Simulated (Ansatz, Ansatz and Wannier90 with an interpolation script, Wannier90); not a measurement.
Planning a run of Ansatz 0.2.0 on AlN (P6_3mc). The input:

```yaml
crystal:
  lattice:
    - [3.113, 0.0, 0.0]
    - [-1.5565, 2.69593708, 0.0]
    - [0.0, 0.0, 4.981]
  atoms:
    - { symbol: Al, position: [0.33333333, 0.66666667, 0.0] }
    - { symbol: Al, position: [0.66666667, 0.33333333, 0.5] }
    - { symbol: "N", position: [0.33333333, 0.66666667, 0.38] }
    - { symbol: "N", position: [0.66666667, 0.33333333, 0.88] }
kpoints:
  mp_grid: { grid: [9, 9, 4] }
hamiltonian:
  xc: lda
scf:
  occupations: { method: fixed }
gw:
  n_empty_bands: 174
  ecut_chi: 150.0
  qp_bands: [v6, c2]
  screening: { model: contour_deformation }
```

The database entry behind the starting cell differs from later determinations by our own check (inner coordinate u about 0.002 short), so it need not match the best structure at ambient conditions.

```sh
ansatz run input.yaml --threads 8 --pin off --max-ram 18432MiB --backend cpu --events-out ev --progress --plain --runs-dir out
```

Question: How long will it take on 8 threads of Arm Neoverse V1, shared host, and how much memory?

It took 3.7 min; on shared hardware allow 1.9 min to 7.5 min. Peak host memory was 1.0 GiB. The sizes that set the cost: 809 plane waves a state, 36 irreducible k points, 182 bands summed, 159 plane waves in the screening and 6 SCF cycles.

The screening grows as filled bands × empty bands × pairs of k points, times the square of the screening basis for the matrix.

[Paths, hosts, dates, memory and timing lines, banners, echoed tables and standing remarks are left out of the program output.]

[Logs are printed without paths, hosts, clocks, repeated set-up lines and the standing remarks that a program may print on its own settings, such as how far it seeks lower states.]

[Runs of the session that timed out or met a known fault of the program may be left out.]

[Hosts, paths, dates, database ids (printed as entryN), source tags and the programs' standing remarks are cut or masked in the printed files.]
